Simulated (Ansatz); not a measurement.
# Collinear and non-collinear states of GdAgGe, part 2 of 2

Aim: rank collinear and non-collinear patterns of moments in one cell of GdAgGe.

Ansatz 0.2.0; PBEsol with U = 6 eV on Gd f (ortho-atomic projectors), PAW set soft_1 (files made for PBE).

So far. Step 2 (Starting state): The run ends ferromagnetic, with a net moment of 21.2 μB a cell. Only this order was typed. Step 3 (Mesh refined): The run ends ferromagnetic, with a net moment of 21.2 μB a cell, against 21.2 μB on the first mesh.

### 4. Start: ferro

Level of this step: Ansatz DFT on spinors from a typed pattern of moment directions; PBEsol+U, PAW set soft_1; PAW set soft_1 (Ansatz).

The parallel pattern comes first.

input.yaml reads:

```yaml
crystal:
  lattice:
    - [0.0, 0.0, 4.2341]
    - [7.1654, 0.0, 0.0]
    - [-3.5827, 6.2054184283, 0.0]
  atoms:
    - { symbol: Gd, position: [0.0, 0.41674, 0.0], spin: 7.05, spin_axis: [0.0, 0.0, 1.0] }
    - { symbol: Gd, position: [0.0, 0.58326, 0.58326], spin: 7.05, spin_axis: [0.0, 0.0, 1.0] }
    - { symbol: Gd, position: [0.0, 0.0, 0.41674], spin: 7.05, spin_axis: [0.0, 0.0, 1.0] }
    - { symbol: Ag, position: [0.5, 0.75131, 0.0] }
    - { symbol: Ag, position: [0.5, 0.24869, 0.24869] }
    - { symbol: Ag, position: [0.5, 0.0, 0.75131] }
    - { symbol: Ge, position: [0.5, 0.6666666667, 0.3333333333] }
    - { symbol: Ge, position: [0.5, 0.3333333333, 0.6666666667] }
    - { symbol: Ge, position: [0.0, 0.0, 0.0] }
kpoints:
  mp_grid: { grid: [9, 6, 6] }
hamiltonian:
  xc: pbesol
  hubbard:
    projectors: ortho-atomic
    sites: [{ species: Gd, l: f, u_eff: 6.0 }]
  pseudopotentials: { kind: paw, azcp: { folder: soft_1 }, xc_functional: pbe }
scf:
  occupations: { method: fermi_dirac, width: 0.05 }
  max_iter: 120
  convergence: { dr2_threshold: 1.0e-08 }
  lower_state_search: "off"
basis:
  ecutwfc: 420.0
magnetization:
  noncollinear: true
```

On the command line:

```sh
ansatz run input.yaml --threads 2 --pin off --max-ram 5632MiB --backend cpu --events-out ev --progress --plain --runs-dir out
```

Numbers of over 12 decimals in the logs are rounded to 6 here.

What it wrote:

```text
band count auto-derived: 188, from the close of a first SCF at 184 (N_el = 153.0; filled up to band 153; 184 by the electrons, moments and atoms)
[...]
Crystal: 9 atoms, lattice volume = 188.266 Å³
Basis set: ecut = 420 eV, 3645 PW (Γ)
Bands: 184, of which v1, the nominal top of the filled ones, is band 153 counted from 1 (152 counted from 0)
Symmetry: 6 space group operations + 6 with time reversal
[...]
k-points: 50 of 324 (time reversal used)
[...]
Starting moments: Σ|m| = 21.15 μB on 3 of 9 sites
[...]
SCF iter   1: F=—  HF=-63022.060351 eV  |F-HF|=—  |Δ(HF+E_count)|=         —  Δρ=3.73e-1  dr2=9.66e1  dr2_m=5.99e1  ethr=3.10e-3  |M|=2.31e1 ∫|m|=2.39e1 μB  |m|>n=0.0e0 m-floor=0.0e0 τ_xc=1.6e-47  β_m=1.00  ⟨swp⟩=6.3  Hψ=31902  notcnv=0
[...]
spin=Noncollinear: Kerker preconditioning applied to the charge; magnetization (m_x, m_y, m_z) channels mix plain (no charge-response kernel on spin).
SCF iter   2: F=—  HF=-63003.539775 eV  |F-HF|=—  |Δ(HF+E_count)|=    1.85e1  Δρ=5.13e-2  dr2=1.03e1  dr2_m=3.16e-1  ethr=3.10e-3  |M|=2.17e1 ∫|m|=2.26e1 μB  |m|>n=0.0e0 m-floor=0.0e0 τ_xc=4.2e-47  β_m=0.30  ⟨swp⟩=3.5  Hψ=19994  notcnv=0  defer=499
[...]
SCF iter   7: F=—  HF=-63017.866016 eV  |F-HF|=—  |Δ(HF+E_count)|=   4.12e-1  Δρ=7.29e-3  dr2=2.03e-2  dr2_m=2.29e-2  ethr=5.88e-5  |M|=2.12e1 ∫|m|=2.19e1 μB  |m|>n=0.0e0 m-floor=0.0e0 τ_xc=3.2e-47  β_m=0.30  ⟨swp⟩=2.8  Hψ=17529  notcnv=0  defer=990
[...]
spin-set hold released at iteration 7 (site moments contracting): the magnetisation degrees of freedom join the quasi-Newton model from the next iteration; the mixer history was flushed
SCF iter   8: F=—  HF=-63018.077989 eV  |F-HF|=—  |Δ(HF+E_count)|=   2.12e-1  Δρ=5.03e-3  dr2=8.95e-3  dr2_m=1.09e-2  ethr=1.33e-5  |M|=2.12e1 ∫|m|=2.19e1 μB  |m|>n=0.0e0 m-floor=0.0e0 τ_xc=3.1e-47  β_m=0.65  ⟨swp⟩=3.4  Hψ=15423  notcnv=0  defer=990
[...]
SCF iter  16: F=-63018.291229 eV  HF=-63018.291229 eV  |F-HF|=6.74e-9  |Δ(HF+E_count)|=   3.89e-9  Δρ=1.24e-6  dr2=3.13e-9  dr2_m=4.40e-10  ethr=6.54e-12  |M|=2.12e1 ∫|m|=2.18e1 μB  |m|>n=0.0e0 m-floor=0.0e0 τ_xc=4.3e-48  ⟨swp⟩=13.7  Hψ=48843  notcnv=0
SCF 1, on 184 bands, converged in 16 iterations: F = -63018.291229 eV; the run's SCF on all bands comes behind
[...]
The result of the SCF on 184 bands, without forces or a stress, told ahead of the SCF on all bands, whose result is the run's:
SCF converged after 16 iterations
Stability not checked: this state was not tested for a lower state beside it, because this non-collinear magnet's GGA is evaluated by the locally collinear projection, under which the energy is not smooth in the magnetisation (locally_collinear_gga; see scf.lower_state_search)
Magnetization: |M| = 21.2022 μB,  M = (+0.0000, +0.0000, +21.2022) μB
Absolute magnetization: 21.7872 μB (∫|m|, with the PAW one-centre terms)
Moment direction: held on its axis by an average over the rotations of spin about it
  site 0: m = (+0.0000, +0.0000, +7.0535) μB, |m| = 7.0535 μB  (R = 1.23 Å)
  site 1: m = (+0.0000, +0.0000, +7.0535) μB, |m| = 7.0535 μB  (R = 1.23 Å)
  site 2: m = (+0.0000, +0.0000, +7.0535) μB, |m| = 7.0535 μB  (R = 1.23 Å)
  site 3: m = (+0.0000, +0.0000, -0.0229) μB, |m| = 0.0229 μB  (R = 1.13 Å)
  site 4: m = (+0.0000, +0.0000, -0.0229) μB, |m| = 0.0229 μB  (R = 1.13 Å)
  site 5: m = (+0.0000, +0.0000, -0.0229) μB, |m| = 0.0229 μB  (R = 1.13 Å)
  site 6: m = (+0.0000, +0.0000, -0.0610) μB, |m| = 0.0610 μB  (R = 1.13 Å)
  site 7: m = (+0.0000, +0.0000, -0.0610) μB, |m| = 0.0610 μB  (R = 1.13 Å)
  site 8: m = (+0.0000, +0.0000, -0.0382) μB, |m| = 0.0382 μB  (R = 1.14 Å)
Free energy (F): -63018.291229 eV
[...]
Internal energy: -63018.280225 eV  (E = F + TS)
E sigma→0 (E₀):  -63018.285727 eV
Entropy (-TS):   -0.011004 eV (-1.223 meV/atom)
Fermi energy:    14.411959 eV
[...]
--- Hubbard shell moments (per corrected site; Tr N, ν in electrons; μ in μ_B) ---
  shell 0: Tr N=7.0198  μ_S=(+0.0000, -0.0000, +6.9664)  μ_L=(-0.0000, +0.0000, +0.0000)  μ=(-0.0000, +0.0000, +6.9664)  ν=0.0000 along (+0.000, +0.000, +1.000)
  shell 1: Tr N=7.0198  μ_S=(+0.0000, -0.0000, +6.9664)  μ_L=(+0.0000, +0.0000, +0.0000)  μ=(+0.0000, +0.0000, +6.9664)  ν=0.0000 along (+0.000, +0.000, +1.000)
[...]
--- Band table (eV; the first three rows and the last of 50) ---
  k-point 0: bands = [... 149 lower, 14.3527, 14.3527, 14.6104, 14.6104, 14.8665, 14.8665, 15.2776, 15.3105, ... 27 higher]
  k-point 1: bands = [... 149 lower, 14.0190, 14.2341, 14.3856, 14.5107, 14.7579, 14.8545, 14.9227, 15.0105, ... 27 higher]
  k-point 2: bands = [... 149 lower, 13.8781, 14.1003, 14.1151, 14.1975, 14.4226, 14.5357, 14.7514, 14.9131, ... 27 higher]
  k-point 49: bands = [... 149 lower, 12.7314, 12.7531, 13.6080, 13.7987, 15.3445, 15.6026, 15.6026, 15.8090, ... 27 higher]
Bands: 188, of which v1, the nominal top of the filled ones, is band 153 counted from 1 (152 counted from 0)
[...]
SCF iter   1: F=—  HF=-63018.291133 eV  |F-HF|=—  |Δ(HF+E_count)|=         —  Δρ=1.26e-6  dr2=2.59e-9  dr2_m=4.68e-10  ethr=8.10e-8  |M|=2.12e1 ∫|m|=2.18e1 μB  |m|>n=0.0e0 m-floor=0.0e0 τ_xc=1.4e-47  β_m=0.30  ⟨swp⟩=4.1  Hψ=65689  notcnv=0
eigensolver tolerance schedule: the retry pair's looser diagonalisation over-reported the residual by 47805.64 of it (diagonalisation noise at an unbounded share of the residual, at the tolerance the schedule requests for it); recorded, not acted on — ethr = c·dr2/N_el stays at c = 1.0e-1
[...]
SCF iter   2: F=—  HF=-63018.291229 eV  |F-HF|=—  |Δ(HF+E_count)|=   9.60e-5  Δρ=8.21e-7  dr2=1.72e-9  dr2_m=2.72e-10  ethr=1.70e-12  |M|=2.12e1 ∫|m|=2.18e1 μB  |m|>n=0.0e0 m-floor=0.0e0 τ_xc=1.5e-47  β_m=0.40  ⟨swp⟩=10.0  Hψ=54329  notcnv=0
SCF iter   3: F=-63018.291229 eV  HF=-63018.291229 eV  |F-HF|=1.31e-10  |Δ(HF+E_count)|=  2.91e-11  Δρ=5.27e-7  dr2=7.50e-10  dr2_m=1.06e-10  ethr=1.12e-12  |M|=2.12e1 ∫|m|=2.18e1 μB  |m|>n=0.0e0 m-floor=0.0e0 τ_xc=3.5e-48  ⟨swp⟩=2.0  Hψ=26642  notcnv=0
SCF 2 converged in 3 iterations: F = -63018.291229 eV  dr2 = 7.50e-10
SCF converged after 19 iterations (16 of them on 184 bands)
[...]
Magnetization: |M| = 21.2022 μB,  M = (+0.0000, +0.0000, +21.2022) μB
Absolute magnetization: 21.7873 μB (∫|m|, with the PAW one-centre terms)
Moment direction: held on its axis by an average over the rotations of spin about it
  site 0: m = (+0.0000, +0.0000, +7.0535) μB, |m| = 7.0535 μB  (R = 1.23 Å)
  site 1: m = (+0.0000, +0.0000, +7.0535) μB, |m| = 7.0535 μB  (R = 1.23 Å)
  site 2: m = (+0.0000, +0.0000, +7.0535) μB, |m| = 7.0535 μB  (R = 1.23 Å)
  site 3: m = (+0.0000, +0.0000, -0.0229) μB, |m| = 0.0229 μB  (R = 1.13 Å)
  site 4: m = (+0.0000, +0.0000, -0.0229) μB, |m| = 0.0229 μB  (R = 1.13 Å)
  site 5: m = (+0.0000, +0.0000, -0.0229) μB, |m| = 0.0229 μB  (R = 1.13 Å)
  site 6: m = (+0.0000, +0.0000, -0.0610) μB, |m| = 0.0610 μB  (R = 1.13 Å)
  site 7: m = (+0.0000, +0.0000, -0.0610) μB, |m| = 0.0610 μB  (R = 1.13 Å)
  site 8: m = (+0.0000, +0.0000, -0.0382) μB, |m| = 0.0382 μB  (R = 1.14 Å)
Free energy (F): -63018.291229 eV
[...]
Internal energy: -63018.280225 eV  (E = F + TS)
E sigma→0 (E₀):  -63018.285727 eV
Entropy (-TS):   -0.011004 eV (-1.223 meV/atom)
Fermi energy:    14.411962 eV
[...]
--- Hubbard shell moments (per corrected site; Tr N, ν in electrons; μ in μ_B) ---
  shell 0: Tr N=7.0198  μ_S=(+0.0000, -0.0000, +6.9664)  μ_L=(-0.0000, -0.0000, -0.0000)  μ=(-0.0000, -0.0000, +6.9664)  ν=0.0000 along (+0.000, +0.000, +1.000)
  shell 1: Tr N=7.0198  μ_S=(+0.0000, -0.0000, +6.9664)  μ_L=(+0.0000, +0.0000, -0.0000)  μ=(+0.0000, +0.0000, +6.9664)  ν=0.0000 along (+0.000, +0.000, +1.000)
[...]
--- Band table (eV; the first three rows and the last of 50) ---
  k-point 0: bands = [... 149 lower, 14.3527, 14.3527, 14.6104, 14.6104, 14.8665, 14.8665, 15.2776, 15.3105, ... 31 higher]
  k-point 1: bands = [... 149 lower, 14.0190, 14.2341, 14.3856, 14.5107, 14.7579, 14.8545, 14.9227, 15.0105, ... 31 higher]
  k-point 2: bands = [... 149 lower, 13.8781, 14.1003, 14.1151, 14.1975, 14.4226, 14.5357, 14.7514, 14.9131, ... 31 higher]
  k-point 49: bands = [... 149 lower, 12.7314, 12.7531, 13.6080, 13.7987, 15.3445, 15.6026, 15.6026, 15.8090, ... 31 higher]
Occupation matrices written to <dir>
```

Run time: 10 min. Hardware: 2 threads of Arm Neoverse V2, shared host; peak memory 3.2 GiB.

It ends ferromagnetic; the largest site carries 7.05 μB.

Spin moment in the atom's sphere by atom:

```csv
atom,x (μB),y (μB),z (μB),size
Gd1,0.00,0.00,7.05,7.05
Gd2,0.00,0.00,7.05,7.05
Gd3,0.00,0.00,7.05,7.05
Ag4,0.00,0.00,-0.02,0.02
Ag5,0.00,0.00,-0.02,0.02
Ag6,0.00,0.00,-0.02,0.02
Ge7,0.00,0.00,-0.06,0.06
Ge8,0.00,0.00,-0.06,0.06
Ge9,0.00,0.00,-0.04,0.04
```

### 5. Start: umbrella

A symmetric pattern; a run keeps it where it is stationary.

input.yaml, the sections that differ from step 4:

```yaml
crystal:
  lattice:
    - [0.0, 0.0, 4.2341]
    - [7.1654, 0.0, 0.0]
    - [-3.5827, 6.2054184283, 0.0]
  atoms:
    - { symbol: Gd, position: [0.0, 0.41674, 0.0], spin: 7.05, spin_axis: [0.894427, 0.0, 0.447214] }
    - { symbol: Gd, position: [0.0, 0.58326, 0.58326], spin: 7.05, spin_axis: [-0.447214, 0.774597, 0.447214] }
    - { symbol: Gd, position: [0.0, 0.0, 0.41674], spin: 7.05, spin_axis: [-0.447214, -0.774597, 0.447214] }
    - { symbol: Ag, position: [0.5, 0.75131, 0.0] }
    - { symbol: Ag, position: [0.5, 0.24869, 0.24869] }
    - { symbol: Ag, position: [0.5, 0.0, 0.75131] }
    - { symbol: Ge, position: [0.5, 0.6666666667, 0.3333333333] }
    - { symbol: Ge, position: [0.5, 0.3333333333, 0.6666666667] }
    - { symbol: Ge, position: [0.0, 0.0, 0.0] }
output:
  write_density: true
  write_potential: true
  elf: true
  volumetric_format: npy
# kpoints, hamiltonian, scf, basis, magnetization: as in step 4
```

What it wrote:

```text
band count auto-derived: 188, from the close of a first SCF at 184 (N_el = 153.0; filled up to band 153; 184 by the electrons, moments and atoms)
Engine: ansatz 0.2.0, aarch64-unknown-linux-gnu
Pseudopotentials: kind: paw
Pseudopotential: Gd, paw, valence charge 18, recommended cutoff 420 eV (normal), soft_1/Gd.paw.azcp
Pseudopotential: Ag, paw, valence charge 19, recommended cutoff 420 eV (normal), soft_1/Ag.paw.azcp
Pseudopotential: Ge, paw, valence charge 14, recommended cutoff 420 eV (normal), soft_1/Ge.paw.azcp
Functional definition: PBEsol
  exchange = pbesol_x
[...]
SCF iter  12: F=—  HF=-63018.321846 eV  |F-HF|=—  |Δ(HF+E_count)|=   9.51e-6  Δρ=1.77e-4  dr2=1.23e-6  dr2_m=1.67e-5  ethr=5.51e-9  |M|=9.44e0 ∫|m|=2.20e1 μB  |m|>n=0.0e0 m-floor=0.0e0 τ_xc=1.0e-2 mc-row=0.0e0  β_m=0.97  ⟨swp⟩=5.0  Hψ=83222  notcnv=0
SCF iter  13: F=—  HF=-63018.321857 eV  |F-HF|=—  |Δ(HF+E_count)|=   1.16e-5  Δρ=1.81e-4  dr2=2.04e-6  dr2_m=1.69e-5  ethr=8.01e-10  |M|=9.43e0 ∫|m|=2.20e1 μB  |m|>n=0.0e0 m-floor=0.0e0 τ_xc=1.0e-2 mc-row=0.0e0  β_m=0.20  ⟨swp⟩=5.0  Hψ=94703  notcnv=0
```

Run time: 42 min. Hardware: 2 threads; peak memory 5.3 GiB.

The run was cut off at the time left to it in the session, and no result is taken from it.

### 6. Side runs that gave no result

| changed | outcome |
| --- | --- |
| none (memory cap of the command) | refused or stopped by the program |

[Logs and program files are shortened in this print: banners, set-up blocks, solver, clock and traceback lines can be left out without a mark of their own.]

[Logs are printed without paths, hosts, clocks, repeated set-up lines and the standing remarks that a program may print on its own settings, such as how far it seeks lower states.]

[Hosts, paths, dates, database ids (printed as entryN), source tags and the programs' standing remarks are cut or masked in the printed files.]
